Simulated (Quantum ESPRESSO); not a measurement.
**CuO (Tenorite): which magnetic order is lowest**

Does CuO (Tenorite) prefer parallel or opposed moments?

Method: PBEsol with U = 6 eV on Cu d (ortho-atomic projectors); plane waves with GBRV 1.5 PBEsol potentials, no spin-orbit coupling, in Quantum ESPRESSO 7.5.

### 1. Starting point

The structure is monoclinic, space group C2/c (No. 15). Conventional cell: a = 4.684 Å, b = 3.423 Å, c = 5.129 Å, α = 90.00°, β = 99.54°, γ = 90.00°. Cu has 4 O at 1.95 to 1.96 Å nearest. Nearest to O lie 4 Cu at 1.95 to 1.96 Å. Farther neighbours and most contacts between anions are not listed.

Coordinates:

```cif
data_structure
_symmetry_space_group_name_H-M 'P 1'
_symmetry_Int_Tables_number 1
_cell_length_a 2.9005
_cell_length_b 2.9005
_cell_length_c 5.1288
_cell_angle_alpha 97.690
_cell_angle_beta 97.690
_cell_angle_gamma 72.315
_cell_volume 40.54
loop_
_atom_site_label
_atom_site_type_symbol
_atom_site_fract_x
_atom_site_fract_y
_atom_site_fract_z
_atom_site_occupancy
Cu1 Cu 0.00000 0.50000 0.00000 1
Cu2 Cu 0.50000 0.00000 0.50000 1
O3 O 0.58160 0.41840 0.25000 1
O4 O 0.41840 0.58160 0.75000 1
```

The cell comes from the Crystallography Open Database.

### 2. Start 1: ferro ++

The signs are those of the starting moments on the seeded atoms, the atoms that are given a moment.

Input file pw.in:

```
&CONTROL
  calculation = 'scf'
  prefix = 'pwscf'
  outdir = './tmp'
  pseudo_dir = './pseudo'
  disk_io = 'nowf'
/
&SYSTEM
  ibrav = 0
  nat = 4
  ntyp = 2
  ecutwfc = 40
  ecutrho = 280
  nbnd = 35
  occupations = 'smearing'
  smearing = 'fd'
  degauss = 0.00367493
  nspin = 2
  starting_magnetization(1) = 0.0526
  starting_magnetization(2) = 0
/
&ELECTRONS
  conv_thr = 8d-09
  electron_maxstep = 150
  mixing_beta = 0.3
/
ATOMIC_SPECIES
Cu     63.5460 cu_pbesol_v1.2.uspp.F.UPF
O      15.9990 o_pbesol_v1.2.uspp.F.UPF
CELL_PARAMETERS angstrom
   2.3418500000   -1.7113000000    0.0000000000
   2.3418500000    1.7113000000    0.0000000000
  -0.8500274268    0.0000000000    5.0578693947
ATOMIC_POSITIONS crystal
Cu      0.0000000000    0.5000000000    0.0000000000
Cu      0.5000000000    0.0000000000    0.5000000000
O       0.5816000000    0.4184000000    0.2500000000
O       0.4184000000    0.5816000000    0.7500000000
K_POINTS automatic
8 8 4 0 0 0
HUBBARD {ortho-atomic}
U Cu-3d 6.0000
```

Started as:

```sh
$ OMP_NUM_THREADS=1 mpirun -n 4 pw.x -nk 4 -in pw.in > pw.out
```

The log of the run:

```text
Program PWSCF v.7.5 starts

     Message from routine setup:
     using ibrav=0 with symmetry is DISCOURAGED, use correct ibrav instead

     K-points division:     npool     =       4
     Subspace diagonalization in iterative solution of the eigenvalue problem:

     G-vector sticks info
     --------------------
     sticks:   dense  smooth     PW     G-vecs:    dense   smooth      PW
     Sum         643     361    125                21647     9325    1767

     Using Slab Decomposition

     bravais-lattice index     =            0
     lattice parameter (alat)  =       5.4811  a.u.
     unit-cell volume          =     273.5769 (a.u.)^3
     number of atoms/cell      =            4
     number of atomic types    =            2
     number of electrons       =        50.00
     number of Kohn-Sham states=           35
     kinetic-energy cutoff     =      40.0000  Ry
     charge density cutoff     =     280.0000  Ry
     scf convergence threshold =      8.0E-09
     mixing beta               =       0.3000
     number of iterations used =            8  plain     mixing
     Exchange-correlation= SLA  PW   PSX  PSC
                           (   1   4  10   8   0   0   0)
     Hubbard projectors: ortho-atomic
     Hubbard parameters of DFT+U (Dudarev formulation) in eV:
     U(Cu-3d) =  6.0000

     Internal variables: lda_plus_u =T, lda_plus_u_kind = 0

     Internal variables: orbital_resolved =F, hub_pot_fix =F, apply_U = F

     celldm(1)=   5.481121  celldm(2)=   0.000000  celldm(3)=   0.000000
     celldm(4)=   0.000000  celldm(5)=   0.000000  celldm(6)=   0.000000

     crystal axes: (cart. coord. in units of alat)
               a(1) = (   0.807400  -0.590005   0.000000 )
               a(2) = (   0.807400   0.590005   0.000000 )
               a(3) = (  -0.293064   0.000000   1.743802 )

     reciprocal axes: (cart. coord. in units 2 pi/alat)
               b(1) = (  0.619272 -0.847451  0.104075 )
               b(2) = (  0.619272  0.847451  0.104075 )
               b(3) = ( -0.000000  0.000000  0.573460 )

     PseudoPot. # 1 for Cu read from file:
     cu_pbesol_v1.2.uspp.F.UPF
     Pseudo is Ultrasoft + core correction, Zval = 19.0
     Generated by new atomic code, or converted to UPF format
     Using radial grid of  867 points,  6 beta functions with:
                l(1) =   0
                l(2) =   0
                l(3) =   1
                l(4) =   1
                l(5) =   2
                l(6) =   2
     Q(r) pseudized with  8 coefficients,  rinner =    1.150   1.150   1.150
                                                       1.150   1.150

     PseudoPot. # 2 for O  read from file:
     o_pbesol_v1.2.uspp.F.UPF
     Pseudo is Ultrasoft + core correction, Zval =  6.0
     Generated by new atomic code, or converted to UPF format
     Using radial grid of  737 points,  5 beta functions with:
                l(1) =   0
                l(2) =   0
                l(3) =   1
                l(4) =   1
                l(5) =   2
     Q(r) pseudized with  8 coefficients,  rinner =    0.900   0.900   0.900
                                                       0.900   0.900

     atomic species   valence    mass     pseudopotential
     Cu               19.00    63.54600     Cu( 1.00)
     O                 6.00    15.99900     O ( 1.00)

     Starting magnetic structure
     atomic species   magnetization
     Cu              0.053
     O               0.000

      4 Sym. Ops., with inversion, found ( 2 have fractional translation)

   Cartesian axes

     site n.     atom                  positions (alat units)
         1        Cu     tau(   1) = (   0.4036998   0.2950025   0.0000000  )
         2        Cu     tau(   2) = (   0.2571678  -0.2950025   0.8719008  )
         3        O      tau(   3) = (   0.7341337  -0.0962888   0.4359504  )
         4        O      tau(   4) = (   0.5876017   0.0962888   1.3078513  )

     number of k points=    78  Fermi-Dirac smearing, width (Ry)=  0.0037
                       cart. coord. in units 2pi/alat
        k(    1) = (   0.0000000   0.0000000   0.0000000), wk =   0.0039062
        k(    2) = (   0.0000000   0.0000000   0.1433649), wk =   0.0078125
        k(    3) = (   0.0000000   0.0000000  -0.2867299), wk =   0.0039062
        k(    4) = (   0.0774090   0.1059313   0.0130094), wk =   0.0156250
        k(    5) = (   0.0774090   0.1059313   0.1563743), wk =   0.0156250
        [... 73 further k-points ...]

     Dense  grid:    21647 G-vectors     FFT dimensions: (  30,  30,  54)

     Smooth grid:     9325 G-vectors     FFT dimensions: (  24,  24,  40)

     Check: negative core charge=   -0.000003
     Generating pointlists ...
     new r_m :   0.2774 (alat units)  1.5207 (a.u.) for type    1
     new r_m :   0.2774 (alat units)  1.5207 (a.u.) for type    2

     Initial potential from superposition of free atoms

     starting charge      48.0000, renormalised to      50.0000

     STARTING HUBBARD OCCUPATIONS:

     =================== HUBBARD OCCUPATIONS ===================
     ------------------------ ATOM    1 ------------------------
     Tr[ns(  1)] (up, down, total) =   5.00000  3.00000  8.00000
     Atomic magnetic moment for atom   1 =   2.00000
     [... lines left out ...]
     ------------------------ ATOM    2 ------------------------
     Tr[ns(  2)] (up, down, total) =   5.00000  3.00000  8.00000
     Atomic magnetic moment for atom   2 =   2.00000
     [... lines left out ...]
     Number of occupied Hubbard levels =   16.0000

     Atomic wfc used for Hubbard projectors are orthogonalized

     Starting wfcs are   34 randomized atomic wfcs +    1 random wfcs

     Self-consistent Calculation

     iteration #  1     ecut=    40.00 Ry     beta= 0.30
     Davidson diagonalization with overlap
     ethr =  1.00E-02,  avg # of iterations =  5.4

     =================== HUBBARD OCCUPATIONS ===================
     ------------------------ ATOM    1 ------------------------
     Tr[ns(  1)] (up, down, total) =   4.77661  3.72448  8.50109
     Atomic magnetic moment for atom   1 =   1.05212
     [... lines left out ...]
     ------------------------ ATOM    2 ------------------------
     Tr[ns(  2)] (up, down, total) =   4.77661  3.72448  8.50109
     Atomic magnetic moment for atom   2 =   1.05212
     [... lines left out ...]
     Number of occupied Hubbard levels =   17.0022

     total energy              =    -870.02192432 Ry
     estimated scf accuracy    <       3.70408227 Ry

     total magnetization       =     2.07 Bohr mag/cell
     absolute magnetization    =     2.55 Bohr mag/cell

     iteration #  2     ecut=    40.00 Ry     beta= 0.30
     Davidson diagonalization with overlap
     ethr =  7.41E-03,  avg # of iterations =  2.0

     total energy              =    -870.99407135 Ry
     estimated scf accuracy    <       0.95895033 Ry

     total magnetization       =     1.18 Bohr mag/cell
     absolute magnetization    =     1.25 Bohr mag/cell

     iteration #  3     ecut=    40.00 Ry     beta= 0.30
     Davidson diagonalization with overlap
     ethr =  1.92E-03,  avg # of iterations =  1.1

     total energy              =    -871.11558416 Ry
     estimated scf accuracy    <       0.06544089 Ry

     total magnetization       =     2.00 Bohr mag/cell
     absolute magnetization    =     2.06 Bohr mag/cell

     [... further iterations left out ...]

     iteration # 13     ecut=    40.00 Ry     beta= 0.30
     Davidson diagonalization with overlap
     ethr =  5.06E-10,  avg # of iterations =  1.8

     total energy              =    -871.13221574 Ry
     estimated scf accuracy    <       0.00000005 Ry

     total magnetization       =     2.00 Bohr mag/cell
     absolute magnetization    =     2.09 Bohr mag/cell

     iteration # 14     ecut=    40.00 Ry     beta= 0.30
     Davidson diagonalization with overlap
     ethr =  9.12E-11,  avg # of iterations =  1.7

     total energy              =    -871.13221580 Ry
     estimated scf accuracy    <       0.00000002 Ry

     total magnetization       =     2.00 Bohr mag/cell
     absolute magnetization    =     2.09 Bohr mag/cell

     iteration # 15     ecut=    40.00 Ry     beta= 0.30
     Davidson diagonalization with overlap
     ethr =  3.46E-11,  avg # of iterations =  2.0

     total energy              =    -871.13221581 Ry
     estimated scf accuracy    <          1.0E-08 Ry

     total magnetization       =     2.00 Bohr mag/cell
     absolute magnetization    =     2.09 Bohr mag/cell

     iteration # 16     ecut=    40.00 Ry     beta= 0.30
     Davidson diagonalization with overlap
     ethr =  1.99E-11,  avg # of iterations =  1.0

     Magnetic moment per site  (integrated on atomic sphere of radius R)
     atom   1 (R=0.277)  charge= 16.4222  magn=  0.6938
     atom   2 (R=0.277)  charge= 16.4222  magn=  0.6938
     atom   3 (R=0.277)  charge=  5.3538  magn=  0.2866
     atom   4 (R=0.277)  charge=  5.3538  magn=  0.2866

     End of self-consistent calculation

     =================== HUBBARD OCCUPATIONS ===================
     ------------------------ ATOM    1 ------------------------
     Tr[ns(  1)] (up, down, total) =   4.93574  4.26335  9.19909
     Atomic magnetic moment for atom   1 =   0.67239
     [... lines left out ...]
     ------------------------ ATOM    2 ------------------------
     Tr[ns(  2)] (up, down, total) =   4.93574  4.26335  9.19909
     Atomic magnetic moment for atom   2 =   0.67239
     [... lines left out ...]
     Number of occupied Hubbard levels =   18.3982

     Number of k-points >= 100: set verbosity='high' to print the bands.

     the Fermi energy is    11.6649 ev

!    total energy              =    -871.13221582 Ry
     estimated scf accuracy    <          1.6E-09 Ry
     smearing contrib. (-TS)   =      -0.00001782 Ry
     internal energy E=F+TS    =    -871.13219800 Ry

     The total energy is F=E-TS. E is the sum of the following terms:
     one-electron contribution =    -619.98142315 Ry
     hartree contribution      =     337.04176770 Ry
     xc contribution           =     -91.18619954 Ry
     ewald contribution        =    -497.16893300 Ry
     Hubbard energy            =       0.16259000 Ry

     total magnetization       =     2.00 Bohr mag/cell
     absolute magnetization    =     2.09 Bohr mag/cell

     convergence has been achieved in  16 iterations

=------------------------------------------------------------------------------=
   JOB DONE.
=------------------------------------------------------------------------------=
```

The job ended after 35 s (4 MPI ranks of Arm Neoverse V2, shared host; peak memory 0.43 GiB; 2.3 min of CPU time).

Spin moment in the atom's sphere by atom:

```csv
atom,spin moment in the atom's sphere (μB)
Cu1,0.694
Cu2,0.694
O3,0.287
O4,0.287
```

This step gave:

| Quantity | Value |
| --- | --- |
| smearing term TS | 2.42e-4 eV |
| magnetization | 1.999 μB |
| absolute magnetization | 2.091 μB |
| final state | ferromagnetic |

Spin density in the ac plane of the conventional cell at fractional y = 0.250, with atoms of Cu within 0.2 Å of it.

Ten even steps from '0' (0.0 e/Å³) to '9' (2.8 e/Å³), each cell a mean:
```
00165000000000
00000000000000
00000000000000
00000000000000
00000000000000
00000000000000
00000000026400
00000000019600
00000000011200
00000000000000
00000000000000
00000000000000
00000000000000
00121000000000
00295000000000
```
Columns run along a (4.7 Å), rows up along c (5.1 Å), edges of the conventional cell, whose origin can differ from the input's. Atoms in or near the plane, at fractional coordinates: Cu at (0.25, 0.00), Cu at (0.75, 0.50).

Valence density in the ac plane of the conventional cell at fractional y = 0.250, with atoms of Cu within 0.2 Å of it. It is the smooth field of the valence electrons, not physical close to the nuclei.

Ten steps, logarithmic in the rise over the least value, from '0' (0 e/Å³) to '9' (58 e/Å³), each cell a mean:
```
02697310000000
01343111000000
00111122100000
00000123210000
00000122111100
00000011124420
00000000158841
00000000279841
00000000157521
11000000012111
22000000000012
22100000000012
11122100000011
01366310000000
02699410000000
```
Columns run along a (4.7 Å), rows up along c (5.1 Å), edges of the conventional cell, whose origin can differ from the input's. Atoms in or near the plane, at fractional coordinates: Cu at (0.25, 0.00), Cu at (0.75, 0.50).

[end of part 1 of 2]

[Logs and program files are shortened in this print: banners, set-up blocks, solver, clock and traceback lines can be left out without a mark of their own.]

[Logs are printed without paths, hosts, clocks, repeated set-up lines and the standing remarks that a program may print on its own settings, such as how far it seeks lower states.]

[Hosts, paths, dates, database ids (printed as entryN), source tags and the programs' standing remarks are cut or masked in the printed files.]

[Where a cell is said to come from a database of computed structures, the database is the Materials Project.]
